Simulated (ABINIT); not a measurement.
# BaH2 (P6_3/mmc): G0W0 in ABINIT against the bands in the screening, part 2 of 2

Aim: move the bands in the screening of a G0W0 run on BaH2 (P6_3/mmc) over a wide range.

ABINIT 10.8.3; PBEsol and many-body steps on it, plane waves. Known limits of the many-body steps: not at the basis limit; no spin-orbit coupling; coarse k mesh.

So far. Step 2 (Screening, 3×3×2 mesh, 20 bands, screening to 130.6 eV): Local fields lower ε∞ by 8 %. On a Γ-centred mesh this coarse the value itself is usually too large, while a short band sum pulls it down. Step 5 (39 bands): The gap on the mesh goes from 1.47 eV to 2.94 eV, a correction of +1.47 eV.

## 6. Screening, 3×3×2 mesh, 133 bands, screening to 130.6 eV

This step: RPA screening on PBEsol, plane waves, norm-conserving pseudopotentials.

run.abi

```
acell 3*1.0 Angstrom
rprim 
  4.462025052349 0.000000000014 0.000000000000
  -2.231012526186 3.864227047650 0.000000000000
  0.000000000000 0.000000000000 6.055292590000
ntypat 2
znucl 56 1
natom 6
typat 1 1 2 2 2 2
xred 
  0.666666666667 0.333333333333 0.750000000000
  0.333333333333 0.666666666667 0.250000000000
  0.333333333333 0.666666666667 0.750000000000
  0.666666666667 0.333333333333 0.250000000000
  0.000000000000 0.000000000000 0.500000000000
  0.000000000000 0.000000000000 0.000000000000
pp_dirpath "pseudos"
pseudos "Ba.upf, H.upf"
ecut 32
ngkpt 3 3 2
nshiftk 1
shiftk 0 0 0
kptopt 1
chksymbreak 0
istwfk *1
occopt 1
irdwfk 1
optdriver 3
nband 133
ecuteps 4.8
inclvkb 2
awtr 1
symchi 1
indata_prefix "in"
outdata_prefix "out"
tmpdata_prefix "tmp"
```

The run is started by

```
$ OMP_NUM_THREADS=1 mpirun -n 4 abinit run.abi > log
```

Output:

```text
.Version 10.8.3 of ABINIT. v10.8.2 released Aug 2026.

 Symmetries : space group P6_3/m m c (#194); Bravais hP (primitive hexag.)
[... echo of the input left out ...]
== DATASET  1 ==================================================================
-   mpi_nproc: 4, omp_nthreads: 1 (-1 if OMP is not activated)

--- !DatasetInfo
iteration_state: {dtset: 1, }
dimensions: {natom: 6, nkpt: 6, mband: 133, nsppol: 1, nspinor: 1, nspden: 1, mpw: 6126, }
cutoff_energies: {ecut:  32.0, pawecutdg:  -1.0, }
[...]
--------------------------------------------------------------------------------
[... chi0 elements left out ...]
 For q-point:  0.000010 0.000020 0.000030
  dielectric constant =   5.8404
  dielectric constant without local fields =   6.5037

  Average fulfillment of the sum rule on Im[epsilon] for q-point    1 :     89.36  [%]
[... wings left out ...]
  q-point number  2        q = ( 0.333333, 0.000000, 0.000000) [r.l.u.]
--------------------------------------------------------------------------------
[... chi0 elements left out ...]
  Average fulfillment of the sum rule on Im[epsilon] for q-point    2 :     94.84  [%]

 [... 4 further q-points ...]
```

Elapsed: 58 s, on 4 MPI ranks of Intel Xeon Platinum 8259CL at 2.50GHz (Skylake/Cascade Lake), shared host; peak memory 1.4 GiB.

This step gave:

```yaml
eps_infinity_with_local_fields_on_this_mesh_along_the_program_s_q_direction: 5.840
the_same_without_local_fields: 6.504
plasma_frequency: 17.80 eV
plane_waves_in_the_screening_matrix: 329
```

## 7. 133 bands

This step: G0W0 on PBEsol, plane waves, norm-conserving pseudopotentials.

Changes to run.abi since step 6:

```diff
@@ -27,8 +27,17 @@
 irdwfk 1
-optdriver 3
+optdriver 4
 nband 133
+gwcalctyp 0
+ecutsigx 32
+symsigma 1
+nkptgw 2
+kptgw 
+  0.0000000000 0.0000000000 0.0000000000
+  0.3333333333 0.3333333333 0.5000000000
+bdgw 
+  11 14
+  11 14
 ecuteps 4.8
-inclvkb 2
-awtr 1
-symchi 1
+irdscr 1
+ppmodel 1
 indata_prefix "in"
```

Output:

```text
.Version 10.8.3 of ABINIT. v10.8.2 released Aug 2026.

 Symmetries : space group P6_3/m m c (#194); Bravais hP (primitive hexag.)
[... echo of the input left out ...]
== DATASET  1 ==================================================================
-   mpi_nproc: 4, omp_nthreads: 1 (-1 if OMP is not activated)

--- !DatasetInfo
iteration_state: {dtset: 1, }
dimensions: {natom: 6, nkpt: 6, mband: 133, nsppol: 1, nspinor: 1, nspden: 1, mpw: 6126, }
cutoff_energies: {ecut:  32.0, pawecutdg:  -1.0, }
[...]
Band     E0 <VxcDFT>   SigX SigC(E0)      Z dSigC/dE  Sig(E)    E-E0       E
[...]
13   5.605  -8.695  -4.279  -3.601   0.814  -0.228  -8.031   0.663   6.268
       14   5.605  -8.695  -4.279  -3.601   0.814  -0.228  -8.031   0.663   6.268

== END DATASET(S) ==============================================================
================================================================================

 -outvars: echo values of variables after computation  --------
           etotal      0.0000000000E+00
            nband         133
             nkpt           6
          spgroup         194
 [... the other variables as echoed above ...]

 Calculation completed.
```

It took 27 s on 4 MPI ranks; peak memory 1.3 GiB.

This step gave:

| Item | Value |
| --- | --- |
| G0W0 gap on the points computed | 2.996 eV |
| starting gap on the mesh | 1.473 eV |
| k of the valence top | 0, 0, 0 |
| k of the conduction bottom | 0.3333, 0.3333, 0.5 |
| least direct G0W0 gap on the computed points | 4.309 eV |

Against the run before, the gap moves by +0.053 eV.

## 8. Screening, 3×3×2 mesh, 293 bands, screening to 130.6 eV

This step: RPA screening on PBEsol, plane waves, norm-conserving pseudopotentials.

Changes to run.abi since step 7:

```diff
@@ -27,17 +27,8 @@
 irdwfk 1
-optdriver 4
-nband 133
-gwcalctyp 0
-ecutsigx 32
-symsigma 1
-nkptgw 2
-kptgw 
-  0.0000000000 0.0000000000 0.0000000000
-  0.3333333333 0.3333333333 0.5000000000
-bdgw 
-  11 14
-  11 14
+optdriver 3
+nband 293
 ecuteps 4.8
-irdscr 1
-ppmodel 1
+inclvkb 2
+awtr 1
+symchi 1
 indata_prefix "in"
```

Output:

```text
.Version 10.8.3 of ABINIT. v10.8.2 released Aug 2026.

 Symmetries : space group P6_3/m m c (#194); Bravais hP (primitive hexag.)
[... echo of the input left out ...]
== DATASET  1 ==================================================================
-   mpi_nproc: 4, omp_nthreads: 1 (-1 if OMP is not activated)

--- !DatasetInfo
iteration_state: {dtset: 1, }
dimensions: {natom: 6, nkpt: 6, mband: 293, nsppol: 1, nspinor: 1, nspden: 1, mpw: 6126, }
cutoff_energies: {ecut:  32.0, pawecutdg:  -1.0, }
[...]
--------------------------------------------------------------------------------
[... chi0 elements left out ...]
 For q-point:  0.000010 0.000020 0.000030
  dielectric constant =   5.8436
  dielectric constant without local fields =   6.5045

  Average fulfillment of the sum rule on Im[epsilon] for q-point    1 :     99.29  [%]
[... wings left out ...]
  q-point number  2        q = ( 0.333333, 0.000000, 0.000000) [r.l.u.]
--------------------------------------------------------------------------------
[... chi0 elements left out ...]
  Average fulfillment of the sum rule on Im[epsilon] for q-point    2 :    101.94  [%]

 [... 4 further q-points ...]
```

Elapsed: 94 s, on 4 MPI ranks; peak memory 2.2 GiB; 6.2 min of CPU time.

Numbers from this step:

```yaml
eps_infinity_with_local_fields_on_this_mesh_along_the_program_s_q_direction: 5.844
the_same_without_local_fields: 6.505
plasma_frequency: 17.80 eV
plane_waves_in_the_screening_matrix: 329
```

## 9. 293 bands

This step: G0W0 on PBEsol, plane waves, norm-conserving pseudopotentials.

Changes to run.abi since step 8:

```diff
@@ -27,8 +27,17 @@
 irdwfk 1
-optdriver 3
-nband 293
+optdriver 4
+nband 133
+gwcalctyp 0
+ecutsigx 32
+symsigma 1
+nkptgw 2
+kptgw 
+  0.0000000000 0.0000000000 0.0000000000
+  0.3333333333 0.3333333333 0.5000000000
+bdgw 
+  11 14
+  11 14
 ecuteps 4.8
-inclvkb 2
-awtr 1
-symchi 1
+irdscr 1
+ppmodel 1
 indata_prefix "in"
```

Output:

```text
.Version 10.8.3 of ABINIT. v10.8.2 released Aug 2026.

 Symmetries : space group P6_3/m m c (#194); Bravais hP (primitive hexag.)
[... echo of the input left out ...]
== DATASET  1 ==================================================================
-   mpi_nproc: 4, omp_nthreads: 1 (-1 if OMP is not activated)

--- !DatasetInfo
iteration_state: {dtset: 1, }
dimensions: {natom: 6, nkpt: 6, mband: 133, nsppol: 1, nspinor: 1, nspden: 1, mpw: 6126, }
cutoff_energies: {ecut:  32.0, pawecutdg:  -1.0, }
[...]
Band     E0 <VxcDFT>   SigX SigC(E0)      Z dSigC/dE  Sig(E)    E-E0       E
[...]
13   5.605  -8.695  -4.279  -3.638   0.814  -0.229  -8.062   0.632   6.237
       14   5.605  -8.695  -4.279  -3.638   0.814  -0.229  -8.062   0.632   6.237

== END DATASET(S) ==============================================================
================================================================================

 -outvars: echo values of variables after computation  --------
           etotal      0.0000000000E+00
            nband         133
             nkpt           6
          spgroup         194
 [... the other variables as echoed above ...]

 Calculation completed.
```

It took 18 s on 4 MPI ranks; peak memory 1.3 GiB.

Numbers from this step:

```yaml
g0w0_gap_on_the_points_computed: 3.012 eV
starting_gap_on_the_mesh: 1.473 eV
k_of_the_valence_top: 0, 0, 0
k_of_the_conduction_bottom: 0.3333, 0.3333, 0.5
least_direct_g0w0_gap_on_the_computed_points: 4.321 eV
```

Against the run before, the gap moves by +0.016 eV.

## 10. Side by side

Times are wall times on 4 MPI ranks of Intel Xeon Platinum 8259CL at 2.50GHz (Skylake/Cascade Lake), shared host, good to a factor of about two. A run's time includes the screening step that it read.

```csv
run,mesh,bands,screening cutoff (eV),DFT gap (eV),gap on the mesh (eV),direct (eV),ε∞ used,time
20 bands,3×3×2,133,130.6,1.473,3.376,4.723,5.45,25 s
39 bands,3×3×2,133,130.6,1.473,2.943,4.273,5.80,31 s
133 bands,3×3×2,133,130.6,1.473,2.996,4.309,5.84,85 s
293 bands,3×3×2,133,130.6,1.473,3.012,4.321,5.84,1.9 min
```

## 11. Summary of results

```
20 bands     : 3.376 eV
39 bands     : 2.943 eV
133 bands    : 2.996 eV
293 bands    : 3.012 eV
known limits : not at the basis limit; no spin-orbit coupling; coarse k mesh
```

What this shows: The setting moved: bands in the screening. From 20 bands to 293 bands the gap moves by −0.36 eV, for 4.5 times the time, not steadily: it passes through 2.94 eV. The last step still moves it by +0.016 eV. Bands and screening cutoff are coupled, so a series along one setting does not show full convergence. Bands and cutoff are finite, so the gap is not at the basis limit. The miss can reach some tenths of an eV and take either sign; the mesh is an error of its own. In the G0W0 runs levels were corrected at 2 k points alone, so a gap called «on the mesh» is the least over those, and an edge elsewhere would be missed. The 3×3×2 mesh is coarse for this cell, which bears on the long-range parts of exchange and screening. The many-body steps are scalar-relativistic: spin-orbit coupling is not in them.

[Paths, hosts, dates, memory and timing lines, banners, echoed tables and standing remarks are left out of the program output.]

[Logs are printed without paths, hosts, clocks, repeated set-up lines and the standing remarks that a program may print on its own settings, such as how far it seeks lower states.]

[Runs of the session that timed out or met a known fault of the program may be left out.]

[Hosts, paths, dates, database ids (printed as entryN), source tags and the programs' standing remarks are cut or masked in the printed files.]

[G0W0 gaps are taken among the corrected bands and points alone; a level outside them can change the order at an edge.]

[Where Ansatz stands beside ABINIT at settings called matched, ABINIT's density can come from a denser mesh and the files from another edition; pairs whose starting gaps differed by over 0.03 eV were left out, so agreement reads better than it is.]
